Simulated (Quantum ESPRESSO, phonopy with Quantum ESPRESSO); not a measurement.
# Al (Fm-3m): a volume series of phonon spectra, part 5 of 7

Which modes of Al drive its thermal expansion?

Measurements to reproduce:
- volume expansion coefficient 69 1e-6/K and heat capacity C_P per formula unit 24.2 J/mol/K near room temperature (given in “High-Throughput Prediction of Finite-Temperature Properties using the Quasi-Harmonic Approximation”, 2016, arXiv:1603.06924)

Quantum ESPRESSO 7.5; DFT PBEsol, scalar-relativistic, plane waves, GBRV ultrasoft pseudopotentials.

So far. Step 3 (Finding the static equilibrium): After the last step pw.x solved the final cell once more on a basis chosen for it, which moves the energy without moving the atoms. Step 4 (Self-consistent run): On a basis chosen for the relaxed cell the pressure is 0.001 GPa, small enough for phonons.

**6. Phonons, V/V0 1**

This step: DFT PBEsol, scalar-relativistic, plane waves, GBRV ultrasoft pseudopotentials (phonopy with Quantum ESPRESSO 4.10.0 / 7.5).

The job ended after 75 s (4 threads of Intel Xeon 6975P-C (Granite Rapids), shared host).

This step gave:

| Property | Result |
| --- | --- |
| highest frequency | 335.6 cm⁻¹ |
| Debye temperature from the second moment | 416 K |
| lowest frequency on the path | 0 cm⁻¹ |
| zero-point energy | 0.03987 eV/cell |
| Γ frequencies | 0, 0, 0 cm⁻¹ (negative: imaginary) |

Phonopy, no LO-TO term. Phonon branches along the path, in cm⁻¹:

```
    point  branch 1  branch 2  branch 3
        Γ         0         0         0
  halfway       139       139       241
        X       200       200       323
  halfway       199       220       316
        U       193       258       296
jump to K       193       258       296
  halfway       124       165       255
        Γ         0         0         0
  halfway       108       108       235
        L       159       159       336
  halfway       181       223       312
        W       220       272       272
  halfway       210       225       310
        X       200       200       323
```

The phonon branches as a text plot (rows in cm⁻¹):

```
    329 |            *                          ******          *
    315 |          ** ***                      *      *      ***
    301 |         *      **                            *
    287 |                  *****                        *  **
    273 |       **         *                 **          **
    259 |                 *     *                       *  *
    245 |     **         *  **                         *    *
    231 |               *                   *                *
    217 |              *                              *  ******
    203 |          ******     ** **                  *  *     ***
    189 |    *    *      ***               *           *
    175 |                   **                      ***
    161 |       **              *               *****
    147 |                     **   **          *
    133 |  ** **                         **  **
    119 |                       ***
    105 |    *                              *
     91 |                        **
     77 |  **                      ***     *
     63 | *                        **   ***
     49 |
     35 | *                          *  *
     21 |
      7 |*                            **
         Γ           X  U|K            Γ         L        W     X
```

Harmonic. Thermo, by row:

```
T (K)  F_vib (meV/atom)  S (J/mol-atom/K)  C_V (J/mol-atom/K)
    0             39.87                 0                   0
   50             39.73             1.158               3.466
  100             37.89             6.388               12.31
  150             32.98              12.5               17.61
  200             25.05             17.98               20.33
  250             14.48             22.69               21.82
  300              1.64             26.75               22.71
  350            -13.16              30.3               23.27
  400            -29.69             33.43               23.64
  450            -47.75             36.23               23.91
  500             -67.2             38.76                24.1
  550            -87.89             41.07               24.24
  600            -109.7             43.18               24.35
  650            -132.6             45.13               24.44
  700            -156.5             46.95                24.5
  750            -181.3             48.64               24.56
  800            -206.9             50.23               24.61
  850            -233.3             51.72               24.64
  900            -260.5             53.13               24.68
  950            -288.4             54.46                24.7
 1000            -316.9             55.73               24.73
```

Phonopy on the run's constants, 21x21x21 mesh, Gaussian sigma 2.6 cm⁻¹. Table of modes, Al by wavenumber; read off at these points:

```
wavenumber (cm⁻¹)  modes, Al (1/cm⁻¹/cell)
              0.0                   4.7e-5
             20.0                   2.0e-4
             40.0                   4.6e-4
             60.0                  0.00113
             80.0                  0.00189
            100.0                  0.00429
            120.0                  0.00625
            140.0                  0.00824
            160.0                   0.0178
            180.0                   0.0194
            187.2                   0.0244
            200.0                   0.0220
            220.0                   0.0118
            240.0                   0.0103
            260.0                  0.00768
            280.0                  0.00811
            297.3                   0.0251
            300.0                   0.0246
            320.0                  0.00801
            340.0                   7.9e-5
```

No mode is imaginary beyond numerical noise along the path.

The time given is that of the one pw.x run on a displaced cell behind this step.

**7. Self-consistent run, V/V0 1.015**

A tight ground state at this cell gives the energy of this member; its pressure is the stress at this cutoff, which can carry an offset from the finite basis.

This step: DFT PBEsol, scalar-relativistic, plane waves, GBRV ultrasoft pseudopotentials (Quantum ESPRESSO 7.5).

System of this step: Al. It takes space group Fm-3m (No. 225, cubic). The conventional cell has a = 4.033 Å, b = 4.033 Å, c = 4.033 Å, α = 90.00°, β = 90.00°, γ = 90.00°. Al has 12 Al at 2.85 Å nearest.

scf.in reads:

```
&CONTROL
  calculation = 'scf'
  prefix      = 'x'
  outdir      = './tmp'
  pseudo_dir  = './pseudo'
  tprnfor     = .true.
  tstress     = .true.
/
&SYSTEM
  ibrav       = 0
  nat         = 1
  ntyp        = 1
  ecutwfc     = 30.0
  ecutrho     = 180.0
  occupations = 'smearing'
  smearing    = 'mv'
  degauss     = 0.02
/
&ELECTRONS
  conv_thr         = 1.0d-12
  mixing_beta      = 0.7
  electron_maxstep = 100
/
ATOMIC_SPECIES
 Al     26.9815  Al.upf
CELL_PARAMETERS angstrom
     0.000000000    2.016675368    2.016675368
     2.016675368    0.000000000    2.016675368
     2.016675368    2.016675368    0.000000000
ATOMIC_POSITIONS crystal
 Al     0.000000000   0.000000000   0.000000000
K_POINTS automatic
 16 16 16 0 0 0
```

Command:

```
> OMP_NUM_THREADS=1 mpirun -n 4 pw.x -nk 4 -in scf.in > scf.out
```

The program printed:

```text
[banner, memory and clock lines left out]
Program PWSCF v.7.5

     Message from routine setup:
     using ibrav=0 with symmetry is DISCOURAGED, use correct ibrav instead

     G-vector sticks info

     bravais-lattice index     =            0
     lattice parameter (alat)  =       5.3895  a.u.
     unit-cell volume          =     110.6967 (a.u.)^3
     number of atoms/cell      =            1
     number of atomic types    =            1
[...]
Total force =     0.000000     Total SCF correction =     0.000000

     Computing stress (Cartesian axis) and pressure

          total   stress  (Ry/bohr**3)                   (kbar)     P=      -11.83
  -0.00008044  -0.00000000  -0.00000000          -11.83       -0.00       -0.00
  -0.00000000  -0.00008044  -0.00000000           -0.00      -11.83       -0.00
  -0.00000000  -0.00000000  -0.00008044           -0.00       -0.00      -11.83

     XML data file, charge density, pseudopotentials, collected wavefunctions
[key lines of the parts left out:]
!    total energy              =      -6.66463430 Ry
the Fermi energy is     7.9415 ev
convergence has been achieved in   7 iterations
```

Wall time 1.7 s (4 MPI ranks); 6 s of CPU time.

The run ends at a pressure of -1.18 GPa.

**8. Forces on a displaced cell**

One atom (for the harmonic constants) or a pair of atoms (for the cubic ones) is moved by a few hundredths of an ångström; the forces on all atoms give a column of force constants. The threshold is tight because the forces are small.

System of this step: Al. Symmetry: Imm2, No. 44, orthorhombic system. Conventional cell: a = 8.556 Å, b = 12.100 Å, c = 8.556 Å, α = 90.00°, β = 90.00°, γ = 90.00°. Nearest to Al lie 12 Al at 2.83 to 2.87 Å. Nearest to Al lie 12 Al at 2.83 to 2.85 Å. Nearest to Al lie 12 Al at 2.85 to 2.87 Å. Nearest to Al lie 12 Al at 2.84 to 2.85 Å. Nearest to Al lie 12 Al at 2.85 Å. Nearest to Al lie 12 Al at 2.85 to 2.86 Å.

disp-00001.in reads:

```
&CONTROL
  calculation = 'scf'
  prefix      = 'x'
  outdir      = './tmp'
  pseudo_dir  = './pseudo'
  tprnfor     = .true.
  disk_io     = 'none'
/
&SYSTEM
  ibrav       = 0
  nat         = 27
  ntyp        = 1
  ecutwfc     = 30.0
  ecutrho     = 180.0
  occupations = 'smearing'
  smearing    = 'mv'
  degauss     = 0.02
/
&ELECTRONS
  conv_thr         = 1.0d-11
  mixing_beta      = 0.7
  electron_maxstep = 100
/
ATOMIC_SPECIES
 Al     26.9815  Al.upf
CELL_PARAMETERS angstrom
     0.000000000    6.050026104    6.050026104
     6.050026104    0.000000000    6.050026104
     6.050026104    6.050026104    0.000000000
ATOMIC_POSITIONS crystal
 Al     0.002337533   0.000000000   0.000000000
 Al     0.333333333   0.000000000   0.000000000
 Al     0.666666667   0.000000000   0.000000000
 Al     0.000000000   0.333333333   0.000000000
 Al     0.333333333   0.333333333   0.000000000
 Al     0.666666667   0.333333333   0.000000000
 Al     0.000000000   0.666666667   0.000000000
 Al     0.333333333   0.666666667   0.000000000
 Al     0.666666667   0.666666667   0.000000000
 Al     0.000000000   0.000000000   0.333333333
 Al     0.333333333   0.000000000   0.333333333
 Al     0.666666667   0.000000000   0.333333333
 Al     0.000000000   0.333333333   0.333333333
 Al     0.333333333   0.333333333   0.333333333
 Al     0.666666667   0.333333333   0.333333333
 Al     0.000000000   0.666666667   0.333333333
 Al     0.333333333   0.666666667   0.333333333
 Al     0.666666667   0.666666667   0.333333333
 Al     0.000000000   0.000000000   0.666666667
 Al     0.333333333   0.000000000   0.666666667
 Al     0.666666667   0.000000000   0.666666667
 Al     0.000000000   0.333333333   0.666666667
 Al     0.333333333   0.333333333   0.666666667
 Al     0.666666667   0.333333333   0.666666667
 Al     0.000000000   0.666666667   0.666666667
 Al     0.333333333   0.666666667   0.666666667
 Al     0.666666667   0.666666667   0.666666667
K_POINTS automatic
 5 5 5 0 0 0
```

Command:

```
> OMP_NUM_THREADS=1 mpirun -n 4 pw.x -nk 4 -in disp-00001.in > disp-00001.out
```

The program printed:

```text
[banner, memory and clock lines left out]
Program PWSCF v.7.5

     Message from routine setup:
     using ibrav=0 with symmetry is DISCOURAGED, use correct ibrav instead

     G-vector sticks info

     bravais-lattice index     =            0
     lattice parameter (alat)  =      16.1686  a.u.
     unit-cell volume          =    2988.8102 (a.u.)^3
     number of atoms/cell      =           27
     number of atomic types    =            1
[...]
atom    2 type  1   force =    -0.00000000    0.00075300    0.00075300
     atom    3 type  1   force =    -0.00000000    0.00068660    0.00068660
[...]
atom   26 type  1   force =     0.00000130    0.00000919    0.00000919
     atom   27 type  1   force =     0.00000263   -0.00001168   -0.00001168

     Total force =     0.004188     Total SCF correction =     0.000002
     Message from routine punch:
     Nothing written, as per user request (disk_io='none')
[key lines of the parts left out:]
!    total energy              =    -179.93720423 Ry
the Fermi energy is     8.0030 ev
convergence has been achieved in  13 iterations
```

Wall time 80 s (4 MPI ranks); 5.3 min of CPU time.

**9. Phonons, V/V0 1.015**

This step: DFT PBEsol, scalar-relativistic, plane waves, GBRV ultrasoft pseudopotentials (phonopy with Quantum ESPRESSO 4.10.0 / 7.5).

Elapsed: 80 s, on 4 threads.

No mode is imaginary beyond numerical noise along the path.

The time given is that of the one pw.x run on a displaced cell behind this step.

**10. Self-consistent run, V/V0 0.985**

A tight ground state at this cell gives the energy of this member; its pressure is the stress at this cutoff, which can carry an offset from the finite basis.

This step: DFT PBEsol, scalar-relativistic, plane waves, GBRV ultrasoft pseudopotentials (Quantum ESPRESSO 7.5).

System of this step: Al. It takes space group Fm-3m (No. 225, cubic). Conventional cell: a = 3.993 Å, b = 3.993 Å, c = 3.993 Å, α = 90.00°, β = 90.00°, γ = 90.00°. Nearest to Al lie 12 Al at 2.82 Å.

Edit scf.in of step 7 so:

```diff
@@ -26,5 +26,5 @@
 CELL_PARAMETERS angstrom
-     0.000000000    2.016675368    2.016675368
-     2.016675368    0.000000000    2.016675368
-     2.016675368    2.016675368    0.000000000
+     0.000000000    1.996607615    1.996607615
+     1.996607615    0.000000000    1.996607615
+     1.996607615    1.996607615    0.000000000
 ATOMIC_POSITIONS crystal
```

Command:

```
> OMP_NUM_THREADS=1 mpirun -n 4 pw.x -nk 4 -in scf.in > scf.out
```

The program printed:

```text
[banner, memory and clock lines left out]
Program PWSCF v.7.5

     Message from routine setup:
     using ibrav=0 with symmetry is DISCOURAGED, use correct ibrav instead

     G-vector sticks info

     bravais-lattice index     =            0
     lattice parameter (alat)  =       5.3359  a.u.
     unit-cell volume          =     107.4249 (a.u.)^3
     number of atoms/cell      =            1
     number of atomic types    =            1
[...]
Total force =     0.000000     Total SCF correction =     0.000000

     Computing stress (Cartesian axis) and pressure

          total   stress  (Ry/bohr**3)                   (kbar)     P=       12.89
   0.00008766   0.00000000   0.00000000           12.89        0.00        0.00
   0.00000000   0.00008766   0.00000000            0.00       12.89        0.00
   0.00000000   0.00000000   0.00008766            0.00        0.00       12.89

     XML data file, charge density, pseudopotentials, collected wavefunctions
[key lines of the parts left out:]
!    total energy              =      -6.66462992 Ry
the Fermi energy is     8.2576 ev
convergence has been achieved in   7 iterations
```

Run time: 1.7 s. Hardware: 4 MPI ranks; 5.9 s of CPU time.

The run ends at a pressure of 1.29 GPa.

**11. Forces on a displaced cell**

One atom (for the harmonic constants) or a pair of atoms (for the cubic ones) is moved by a few hundredths of an ångström; the forces on all atoms give a column of force constants. The threshold is tight because the forces are small.

System of this step: Al. It takes space group Imm2 (No. 44, orthorhombic). The conventional cell has a = 8.471 Å, b = 11.980 Å, c = 8.471 Å, α = 90.00°, β = 90.00°, γ = 90.00°. Nearest to Al lie 12 Al at 2.80 to 2.84 Å. Nearest to Al lie 12 Al at 2.80 to 2.82 Å. Nearest to Al lie 12 Al at 2.82 to 2.84 Å. Nearest to Al lie 12 Al at 2.81 to 2.82 Å. Nearest to Al lie 12 Al at 2.82 Å. Nearest to Al lie 12 Al at 2.82 to 2.83 Å.

Edit disp-00001.in of step 8 so:

```diff
@@ -26,7 +26,7 @@
 CELL_PARAMETERS angstrom
-     0.000000000    6.050026104    6.050026104
-     6.050026104    0.000000000    6.050026104
-     6.050026104    6.050026104    0.000000000
+     0.000000000    5.989822845    5.989822845
+     5.989822845    0.000000000    5.989822845
+     5.989822845    5.989822845    0.000000000
 ATOMIC_POSITIONS crystal
- Al     0.002337533   0.000000000   0.000000000
+ Al     0.002361027   0.000000000   0.000000000
  Al     0.333333333   0.000000000   0.000000000
```

Command:

```
> OMP_NUM_THREADS=1 mpirun -n 4 pw.x -nk 4 -in disp-00001.in > disp-00001.out
```

The program printed:

```text
[banner, memory and clock lines left out]
Program PWSCF v.7.5

     Message from routine setup:
     using ibrav=0 with symmetry is DISCOURAGED, use correct ibrav instead

     G-vector sticks info

     bravais-lattice index     =            0
     lattice parameter (alat)  =      16.0077  a.u.
     unit-cell volume          =    2900.4710 (a.u.)^3
     number of atoms/cell      =           27
     number of atomic types    =            1
[...]
atom    2 type  1   force =     0.00000000    0.00084297    0.00084297
     atom    3 type  1   force =    -0.00000000    0.00077205    0.00077205
[...]
atom   26 type  1   force =     0.00000105    0.00000709    0.00000709
     atom   27 type  1   force =     0.00000283   -0.00001041   -0.00001041

     Total force =     0.004719     Total SCF correction =     0.000002
     Message from routine punch:
     Nothing written, as per user request (disk_io='none')
[key lines of the parts left out:]
!    total energy              =    -179.93728908 Ry
the Fermi energy is     8.3205 ev
convergence has been achieved in  13 iterations
```

Wall time 75 s (4 MPI ranks); 5 min of CPU time.

**12. Phonons, V/V0 0.985**

This step: DFT PBEsol, scalar-relativistic, plane waves, GBRV ultrasoft pseudopotentials (phonopy with Quantum ESPRESSO 4.10.0 / 7.5).

Run time: 75 s. Hardware: 4 threads.

No mode is imaginary beyond numerical noise along the path.

The time given is that of the one pw.x run on a displaced cell behind this step.

**13. Ground state at this cell, V/V0 1.03**

A tight ground state at this cell gives the energy of this member; its pressure is the stress at this cutoff, which can carry an offset from the finite basis.

This step: DFT PBEsol, scalar-relativistic, plane waves, GBRV ultrasoft pseudopotentials (Quantum ESPRESSO 7.5).

System of this step: Al. It takes space group Fm-3m (No. 225, cubic). Conventional cell: a = 4.053 Å, b = 4.053 Å, c = 4.053 Å, α = 90.00°, β = 90.00°, γ = 90.00°. Al has 12 Al at 2.87 Å nearest.

Edit scf.in of step 10 so:

```diff
@@ -26,5 +26,5 @@
 CELL_PARAMETERS angstrom
-     0.000000000    1.996607615    1.996607615
-     1.996607615    0.000000000    1.996607615
-     1.996607615    1.996607615    0.000000000
+     0.000000000    2.026561189    2.026561189
+     2.026561189    0.000000000    2.026561189
+     2.026561189    2.026561189    0.000000000
 ATOMIC_POSITIONS crystal
```

Command:

```
> OMP_NUM_THREADS=1 mpirun -n 4 pw.x -nk 4 -in scf.in > scf.out
```

The program printed:

```text
[banner, memory and clock lines left out]
Program PWSCF v.7.5

     Message from routine setup:
     using ibrav=0 with symmetry is DISCOURAGED, use correct ibrav instead

     G-vector sticks info

     bravais-lattice index     =            0
     lattice parameter (alat)  =       5.4159  a.u.
     unit-cell volume          =     112.3326 (a.u.)^3
     number of atoms/cell      =            1
     number of atomic types    =            1
[...]
Total force =     0.000000     Total SCF correction =     0.000000

     Computing stress (Cartesian axis) and pressure

          total   stress  (Ry/bohr**3)                   (kbar)     P=      -22.73
  -0.00015450   0.00000000   0.00000000          -22.73        0.00        0.00
   0.00000000  -0.00015450   0.00000000            0.00      -22.73        0.00
   0.00000000   0.00000000  -0.00015450            0.00        0.00      -22.73

     XML data file, charge density, pseudopotentials, collected wavefunctions
[key lines of the parts left out:]
!    total energy              =      -6.66444150 Ry
the Fermi energy is     7.7890 ev
convergence has been achieved in   7 iterations
```

The job ended after 1.8 s (4 MPI ranks).

The run ends at a pressure of -2.27 GPa.

[end of part 5 of 7]

[Logs are printed without paths, hosts, clocks, repeated set-up lines and the standing remarks that a program may print on its own settings, such as how far it seeks lower states.]

[Hosts, paths, dates, database ids (printed as entryN), source tags and the programs' standing remarks are cut or masked in the printed files.]

[A step with changed settings may run another functional than the one named; its input shows which.]

[Of the runs on displaced cells, only some may be shown.]
